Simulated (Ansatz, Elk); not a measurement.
**Bonding as seen by X-rays: KAl3**

The structure of KAl3 used here is made up (a known structure type with other elements) and was relaxed beforehand with r2SCAN. The aim is the Fourier transform of its all-electron density, F(hkl), set beside the sum over free spherical atoms that refinements use.

Main program and level: Elk 11.2.3 (patched build); DFT, PBE, all-electron APW+lo, Dirac cores, scalar-relativistic bands, static density, no spin.

The structure was built from a prototype and need not be the compound's stable phase.

### 1. The structure

It takes space group P6_3/mmc (No. 194, hexagonal). The conventional cell has a = 7.723 Å, b = 7.723 Å, c = 4.427 Å, α = 90.00°, β = 90.00°, γ = 120.00°. Nearest to K lie 12 Al at 3.61 to 3.91 Å. Al has 8 Al at 2.74 to 3.91 Å and 4 K at 3.61 to 3.91 Å nearest. Farther neighbours are not listed.

### 2. Ground state and structure factors

An all-electron density is needed, since X-rays see the cores too. Task 0 finds the density and task 195 Fourier-transforms it; tshift is off so that phases refer to the origin typed.

Input file elk.in:

```
tasks
  0
  195

xctype
  20

spinpol
  .false.

rgkmax
  7.0

gmaxvr
  14.0

lmaxo
  7

lmaxapw
  8

swidth
  0.002

tshift
  .false.

ramdisk
  .false.

hmaxvr
  5.5

maxscl
  120

epspot
  1e-06

sppath
  './'

avec
  14.59497182748 0.00000000000 0.00000000000
  -7.29748591374 12.63961637012 0.00000000000
  0.00000000000 0.00000000000 8.36590451184

atoms
  2
  'K.in'
  2
  0.3333333333 0.6666666667 0.7500000000   0.000000 0.000000 0.000000
  0.6666666667 0.3333333333 0.2500000000   0.000000 0.000000 0.000000
  'Al.in'
  6
  0.1203671302 0.8796328698 0.2500000000   0.000000 0.000000 0.000000
  0.8796328698 0.7592657397 0.7500000000   0.000000 0.000000 0.000000
  0.2407342603 0.1203671302 0.7500000000   0.000000 0.000000 0.000000
  0.8796328698 0.1203671302 0.7500000000   0.000000 0.000000 0.000000
  0.1203671302 0.2407342603 0.2500000000   0.000000 0.000000 0.000000
  0.7592657397 0.8796328698 0.2500000000   0.000000 0.000000 0.000000

ngridk
  4 4 5
```

Started as:

```
$ OMP_NUM_THREADS=4 elk
```

Numbers of over 12 decimals in the logs are rounded to 6 here.

What it wrote:

```text
┌─────────────────────────┐
│ Elk code version 11.2.3 │
└─────────────────────────┘

All units are atomic (Hartree, Bohr, etc.)

┌─────────────────────────────────────────────────┐
│ Ground-state run starting from atomic densities │
└─────────────────────────────────────────────────┘

Lattice vectors :
   14.59497183       0.000000000       0.000000000
  -7.297485914       12.63961637       0.000000000
   0.000000000       0.000000000       8.365904512

Reciprocal lattice vectors :
  0.4305034214      0.2485512662      -0.000000000
   0.000000000      0.4971025325       0.000000000
   0.000000000      -0.000000000      0.7510467396

Unit cell volume      :    1543.298937
Brillouin zone volume :   0.1607272626

Muffin-tin inner radius fraction :   0.1000000000E-01

Nuclei treated as point charges

Species : 1 (K)
 parameters loaded from : K.in
 name : potassium
 nuclear charge    :   -19.00000000
 electronic charge :    19.00000000
 atomic mass :    71271.84090
 muffin-tin radius :    2.400000000
 number of radial points in muffin-tin :    993
 inner part over the whole radius :   0.9891652203E-02
 number on inner part of muffin-tin    :    697
 approximate nuclear radius :   0.6514746337E-04
 number of mesh points to nuclear radius :    319
 atomic positions (lattice), magnetic fields (Cartesian) :
  1 :   0.33333333 -0.33333333 -0.25000000    0.00000000  0.00000000  0.00000000
  2 :  -0.33333333  0.33333333  0.25000000    0.00000000  0.00000000  0.00000000

Species : 2 (Al)
 parameters loaded from : Al.in
 name : aluminium
 nuclear charge    :   -13.00000000
 electronic charge :    13.00000000
 atomic mass :    49184.33496
 muffin-tin radius :    2.200000000
 number of radial points in muffin-tin :    793
 inner part over the whole radius :   0.9821194981E-02
 number on inner part of muffin-tin    :    552
 approximate nuclear radius :   0.5839653600E-04
 number of mesh points to nuclear radius :    244
 atomic positions (lattice), magnetic fields (Cartesian) :
  1 :   0.12036713 -0.12036713  0.25000000    0.00000000  0.00000000  0.00000000
  2 :  -0.12036713 -0.24073426 -0.25000000    0.00000000  0.00000000  0.00000000
  3 :   0.24073426  0.12036713 -0.25000000    0.00000000  0.00000000  0.00000000
  4 :  -0.12036713  0.12036713 -0.25000000    0.00000000  0.00000000  0.00000000
  5 :   0.12036713  0.24073426  0.25000000    0.00000000  0.00000000  0.00000000
  6 :  -0.24073426 -0.12036713  0.25000000    0.00000000  0.00000000  0.00000000

Total number of atoms per unit cell :    8
Total muffin-tin volume :    383.4251002
 ratio of muffin-tin to unit cell volume :   0.2484451269

Spin treatment :
 spin-unpolarised

Number of Bravais lattice symmetries :   24
Number of crystal symmetries         :   24
Crystal has inversion symmetry
Real symmetric eigensolver will be used

k-point grid :      4     4     5
k-point offset :    0.000000000       0.000000000       0.000000000
k-point set is reduced with full crystal symmetry group
Total number of k-points :       12

Muffin-tin radius times maximum |G+k| :    7.000000000
 using average radius
Maximum |G+k| for APW functions       :    3.111111111
Maximum (1/2)|G+k|²                   :    4.839506173
Maximum |G| for potential and density :    14.00000000
Constant for pseudocharge density :    8
 order of it for each species :   15  15
 order of it for pair densities of each species (exact exchange by exxq0 0: 16) :   11   9
Radial integration step length :    1

G-vector grid sizes :     70    70    40
Number of G-vectors :    71713

Maximum angular momentum used for
 APW functions            :    8
 outer part of muffin-tin :    7
 inner part of muffin-tin :    2

Total nuclear charge    :   -116.0000000
Total core charge       :    44.00000000
Total valence charge    :    72.00000000
Total excess charge     :    0.000000000
Total electronic charge :    116.0000000

Effective Wigner radius, rₛ :    1.469945228

Number of empty states         :     32
[...]
Madelung                    :     -3193.9550432774
 xc potential                :     -238.50326418319
 exchange                    :     -174.10889374058
 correlation                 :     -4.508362
 electron entropic           :    -0.21145132267550E-02
 total energy                :     -2662.8654102711

Density of states at Fermi energy :    161.6706124
 (states/Hartree/unit cell)

Estimated indirect band gap :   0.1996529609E-02
 from k-point 1 to k-point 11
Estimated direct band gap   :   0.7537299008E-02
 at k-point 1

Charges :
 core                        :    44.00000000
 valence                     :    72.00000000
 interstitial                :    13.43700889
 muffin-tins (core leakage)
  species : 1 (K)
[...]
species : 2 (Al)
[...]
total in muffin-tins        :    102.5629911
 total calculated charge     :    115.9971014
 total charge                :    116.0000000
 error                       :   0.2898573616E-02

RMS change in Kohn-Sham potential (target) :   0.6098963712     (  0.1000000000E-05)
Absolute change in total energy (target)   :   0.1854497541     (  0.1000000000E-03)

[... loops 3 to 14 left out ...]

┌──────────────────┐
│ Loop number : 15 │
└──────────────────┘

Energies :
 Fermi                       :     0.119359
 sum of occupied eigenvalues :     -1484.7639065987
 electron kinetic            :      2672.2568805380
 core electron kinetic       :      2228.1081120982
 Coulomb                     :     -5154.9018442808
 Coulomb potential           :     -3926.4560292613
 nuclear-nuclear             :     -393.21073490327
 electron-nuclear            :     -5604.5757424299
 Hartree                     :      842.88463305243
 Madelung                    :     -3191.6738296501
 xc potential                :     -230.56475787533
 exchange                    :     -173.97018519641
 correlation                 :     -4.506443
 electron entropic           :    -0.12763288084166E-02
 total energy                :     -2661.1228685557

Density of states at Fermi energy :    89.42537975
 (states/Hartree/unit cell)

Estimated indirect band gap :   0.3710474595E-02
 from k-point 4 to k-point 2
Estimated direct band gap   :   0.7948273938E-02
 at k-point 11

Charges :
 core                        :    44.00000000
 valence                     :    72.00000000
 interstitial                :    13.66112407
 muffin-tins (core leakage)
  species : 1 (K)
[...]
species : 2 (Al)
[...]
total in muffin-tins        :    102.3388759
 total calculated charge     :    115.9971542
 total charge                :    116.0000000
 error                       :   0.2845800521E-02

RMS change in Kohn-Sham potential (target) :   0.9279495710E-07 (  0.1000000000E-05)
Absolute change in total energy (target)   :   0.3634148334E-04 (  0.1000000000E-03)

Convergence targets achieved

┌──────────────────┐
│ Loop number : 16 │
└──────────────────┘

Energies :
 Fermi                       :     0.119359
 sum of occupied eigenvalues :     -1484.7639081261
 electron kinetic            :      2672.2568800755
 core electron kinetic       :      2228.1081123063
 Coulomb                     :     -5154.9018447401
 Coulomb potential           :     -3926.4560300422
 nuclear-nuclear             :     -393.21073490327
 electron-nuclear            :     -5604.5757426044
 Hartree                     :      842.88463276749
 Madelung                    :     -3191.6738297190
 xc potential                :     -230.56475815940
 exchange                    :     -173.97018519881
 correlation                 :     -4.506443
 electron entropic           :    -0.12763290420588E-02
 total energy                :     -2661.1228694777

Density of states at Fermi energy :    89.42540482
 (states/Hartree/unit cell)

Estimated indirect band gap :   0.3710467161E-02
 from k-point 4 to k-point 2
Estimated direct band gap   :   0.7948271716E-02
 at k-point 11

Charges :
 core                        :    44.00000000
 valence                     :    72.00000000
 interstitial                :    13.66112433
 muffin-tins (core leakage)
  species : 1 (K)
[...]
species : 2 (Al)
[...]
atom 4                    :    11.19032270     (  0.4684537702E-03)
   atom 5                    :    11.19032270     (  0.4684537702E-03)
   atom 6                    :    11.19032270     (  0.4684537702E-03)
 total in muffin-tins        :    102.3388757
 total calculated charge     :    115.9971542
 total charge                :    116.0000000
 error                       :   0.2845800514E-02

┌──────────────────────────────┐
│ Self-consistent loop stopped │
└──────────────────────────────┘

Warning : core states of species 2 leak from the muffin-tin :   0.4684537702E-03

Wrote STATE.OUT
```

It took 1.7 min on 4 threads of Arm Neoverse N1, shared host; peak memory 0.36 GiB; 3.9 min of CPU time.

SFACRHO.OUT:

```text

h k l indices transformed by vhmat matrix:
   1.000000000       0.000000000       0.000000000    
   0.000000000       1.000000000       0.000000000    
   0.000000000       0.000000000       1.000000000    

      h      k      l  multipl.   |H|            Re(F)            Im(F)           |F|

      0      0      0      1   0.0000000       116.00000      0.77499332E-16   116.00000    
      0     -1      0      6  0.49710253       18.791366      0.53543938E-14   18.791366    
      0      0     -1      2  0.75104674      0.56216470E-14  -0.0000000      0.56216470E-14
     -1     -1      0      6  0.86100684       25.684024      0.26771969E-14   25.684024    
      1      0     -1      6  0.90065650      -19.397816      0.56890434E-14   19.397816    
     -1      0     -1      6  0.90065650       19.397816      0.54380562E-14   19.397816    
      2      0      0      6  0.99420506      -33.051675      0.16732481E-15   33.051675    
      1     -2     -1     12   1.1425428      0.14734253E-07 -0.66929922E-14  0.14734253E-07
     -2      0      1      6   1.2459996       59.425085     -0.10708788E-13   59.425085    
      0     -2      1      6   1.2459996      -59.425085      0.27273943E-13   59.425085    
     -1     -2      0     12   1.3152097      -33.404385      0.21752225E-13   33.404385    
     -3      3      0      6   1.4913076      0.43625558      0.52205339E-13  0.43625558    
      0      0     -2      2   1.5020935      -77.974637      0.45161737E-15   77.974637    
      3     -2      1     12   1.5145454       1.9043231      0.26771969E-13   1.9043231    
      1      2     -1     12   1.5145454      -1.9043230      0.40157953E-14   1.9043230    
      0     -1     -2      6   1.5822123      -13.178696     -0.26771969E-14   13.178696    
      1      0      2      6   1.5822123      -13.178696     -0.40157953E-14   13.178696    
     -3      3      1      6   1.6697513      -42.220401      0.40157953E-14   42.220401
```

Elk indexes on the primitive cell of elk.in and gives |H| = 4π sin θ/λ in inverse bohr. Below, one row stands for each form hkl of the conventional cell (m members, Friedel mates merged), F is for one primitive cell and the density is static (no thermal factor). Free-atom factors are Waasmaier and Kirfel's, and R is Σm||F|−|F'||/Σm|F|.

| hkl | m | sin θ/λ (Å⁻¹) | abs F, DFT | neutral atoms | diff. |
| --- | --- | --- | --- | --- | --- |
| 100 | 6 | 0.075 | 18.791 | 18.433 | +0.358 |
| 001 | 2 | 0.113 | 0.000 | 0.000 | +0.000 |
| 110 | 6 | 0.130 | 25.684 | 25.716 | -0.032 |
| 101 | 12 | 0.135 | 19.398 | 19.398 | -0.000 |
| 200 | 6 | 0.149 | 33.052 | 32.918 | +0.134 |
| 111 | 12 | 0.172 | 0.000 | 0.000 | +0.000 |
| 201 | 12 | 0.187 | 59.425 | 59.651 | -0.226 |
| 210 | 12 | 0.198 | 33.404 | 33.432 | -0.028 |
| 300 | 6 | 0.224 | 0.436 | 0.314 | +0.122 |
| 002 | 2 | 0.226 | 77.975 | 78.595 | -0.621 |
| 211 | 24 | 0.228 | 1.904 | 2.160 | -0.255 |
| 102 | 12 | 0.238 | 13.179 | 13.472 | -0.293 |
| 301 | 12 | 0.251 | 42.220 | 42.536 | -0.316 |
| 220 | 6 | 0.259 | 34.971 | 34.945 | +0.027 |

### 3. The highest occupied states alone

An energy window below the Fermi level keeps the highest occupied states, to see at which angles they scatter; shallow core shells can lie inside it and anion s states outside. No new self-consistency is needed.

elk.in: that of step 2 with these lines changed.

```diff
@@ -1,3 +1,2 @@
 tasks
-  0
   195
@@ -40,2 +39,5 @@
 
+wsfac
+  -0.248130 0.419360
+
 sppath
```

Started as:

```
$ OMP_NUM_THREADS=4 elk
```

What it wrote:

```text
┌─────────────────────────────────┐
│ Elk code version 11.2.3 started │
└─────────────────────────────────┘

Info(readinput): the functional depends on the density's gradient
 muffin-tin radial points multiplied by    2.00000
 (not where nrmtscf is given)

┌────────────────────┐
│ Current task : 195 │
└────────────────────┘

Info(sfacrho): density structure factors written to SFACRHO.OUT

 Energy window :  -0.2481300000      0.4193600000

┌──────────────────┐
│ Elk code stopped │
└──────────────────┘
```

Elapsed: 43 s, on 4 threads; peak memory 0.22 GiB; 45 s of CPU time.

States within 10 eV below the Fermi level hold 20.00 electrons; any levels below the window count with the cores. Their amplitudes can exceed the total, where window and core parts have opposite phase:

| hkl | sin θ/λ (Å⁻¹) | abs F, window | abs F, all |
| --- | --- | --- | --- |
| 100 | 0.075 | 6.200 | 18.791 |
| 001 | 0.113 | 0.000 | 0.000 |
| 110 | 0.130 | 0.563 | 25.684 |
| 101 | 0.135 | 0.640 | 19.398 |
| 200 | 0.149 | 1.279 | 33.052 |
| 111 | 0.172 | 0.000 | 0.000 |
| 201 | 0.187 | 0.785 | 59.425 |
| 210 | 0.198 | 0.395 | 33.404 |
| 300 | 0.224 | 0.006 | 0.436 |
| 002 | 0.226 | 0.278 | 77.975 |

### 4. Another functional

The difference from free atoms is small, so it is set against the change that LDA (Perdew-Wang) makes.

elk.in: that of step 3 with these lines changed.

```diff
@@ -1,2 +1,3 @@
 tasks
+  0
   195
@@ -4,3 +5,3 @@
 xctype
-  20
+  3
 
@@ -39,5 +40,2 @@
 
-wsfac
-  -0.248130 0.419360
-
 sppath
```

Started as:

```
$ OMP_NUM_THREADS=4 elk
```

What it wrote:

```text
┌─────────────────────────┐
│ Elk code version 11.2.3 │
└─────────────────────────┘

All units are atomic (Hartree, Bohr, etc.)

┌─────────────────────────────────────────────────┐
│ Ground-state run starting from atomic densities │
└─────────────────────────────────────────────────┘

Lattice vectors :
   14.59497183       0.000000000       0.000000000
  -7.297485914       12.63961637       0.000000000
   0.000000000       0.000000000       8.365904512

Reciprocal lattice vectors :
  0.4305034214      0.2485512662      -0.000000000
[...]
muffin-tins (core leakage)
  species : 1 (K)
[...]
species : 2 (Al)
[...]
atom 5                    :    11.20629857     (  0.4952357622E-03)
   atom 6                    :    11.20629857     (  0.4952357622E-03)
 total in muffin-tins        :    102.4105461
 total calculated charge     :    115.9969999
 total charge                :    116.0000000
 error                       :   0.3000095831E-02

┌──────────────────────────────┐
│ Self-consistent loop stopped │
└──────────────────────────────┘

Warning : core states of species 2 leak from the muffin-tin :   0.4952357622E-03

Wrote STATE.OUT
[key lines of the parts left out:]
total energy                :     -2652.6572192991
```

It took 68 s on 4 threads; peak memory 0.32 GiB.

Against the first run R = 0.16 %; the largest change is -0.079 at 004.

### 5. Basis size

The basis and the expansions that go with it are enlarged, to see whether the differences are converged.

elk.in: that of step 4 with these lines changed.

```diff
@@ -5,3 +5,3 @@
 xctype
-  3
+  20
 
@@ -11,12 +11,12 @@
 rgkmax
-  7.0
+  8.5
 
 gmaxvr
-  14.0
+  18.0
 
 lmaxo
-  7
+  9
 
 lmaxapw
-  8
+  10
```

Started as:

```
$ OMP_NUM_THREADS=4 elk
```

What it wrote:

```text
┌─────────────────────────┐
│ Elk code version 11.2.3 │
└─────────────────────────┘

All units are atomic (Hartree, Bohr, etc.)

┌─────────────────────────────────────────────────┐
│ Ground-state run starting from atomic densities │
└─────────────────────────────────────────────────┘

Lattice vectors :
   14.59497183       0.000000000       0.000000000
  -7.297485914       12.63961637       0.000000000
   0.000000000       0.000000000       8.365904512

Reciprocal lattice vectors :
  0.4305034214      0.2485512662      -0.000000000
[...]
muffin-tins (core leakage)
  species : 1 (K)
[...]
species : 2 (Al)
[...]
atom 5                    :    11.19047353     (  0.4683646470E-03)
   atom 6                    :    11.19047353     (  0.4683646470E-03)
 total in muffin-tins        :    102.3431369
 total calculated charge     :    115.9971894
 total charge                :    116.0000000
 error                       :   0.2810592081E-02

┌──────────────────────────────┐
│ Self-consistent loop stopped │
└──────────────────────────────┘

Warning : core states of species 2 leak from the muffin-tin :   0.4683646470E-03

Wrote STATE.OUT
[key lines of the parts left out:]
total energy                :     -2661.1277972868
```

Wall time 5.2 min (4 threads); peak memory 0.84 GiB.

Against the first run R = 0.00 %; the largest change is -0.003 at 332.

### 6. Settings against the effect

| run | R against the first run (%) | R against neutral atoms, low angle (%) | wall time |
| --- | --- | --- | --- |
| PBE, rgkmax 7 | 0.00 | 0.57 | 1.7 min |
| LDA (Perdew-Wang) | 0.16 | 0.55 | 68 s |
| rgkmax 8.5 with larger expansions | 0.00 | 0.57 | 5.2 min |

### 7. Results

- R against neutral atoms, sin θ/λ < 0.3 Å⁻¹: 0.57 %
- R against neutral atoms, 0.3 to 0.68 Å⁻¹: 0.17 %

Independent neutral atoms miss the calculated amplitudes by R = 0.57 % below 0.3 Å⁻¹ and 0.17 % from there to 0.68 Å⁻¹; by shells, 0.45 % below 0.15 Å⁻¹ (4 forms), 0.60 % 0.15 to 0.3 (13 forms), 0.17 % 0.3 to 0.45 (27 forms), 0.17 % above 0.45 (91 forms). Bonding, aspherical density and the tables' own atoms all enter these figures, and the runs don't part them. The largest change of an amplitude is -0.62 electrons, at 002. Weak lines can change much in proportion: 300 goes from 0.31 to 0.44. The window's part falls from 20.0 electrons at the origin to at most 0.35 between 0.45 and 0.68 Å⁻¹. Below 0.3 Å⁻¹ the changes that finished (LDA (Perdew-Wang) and rgkmax 8.5 with larger expansions) move F by R = 0.08 % at most, against the 0.57 % that separates it from free atoms. The k-mesh has no finished test. Part of the difference isn't bonding: the tables are fits to free atoms and ions calculated by other methods than this functional. Thermal motion, anomalous dispersion and extinction are left out.

[Logs are printed without paths, hosts, clocks, repeated set-up lines and the standing remarks that a program may print on its own settings, such as how far it seeks lower states.]

[Hosts, paths, dates, database ids (printed as entryN), source tags and the programs' standing remarks are cut or masked in the printed files.]
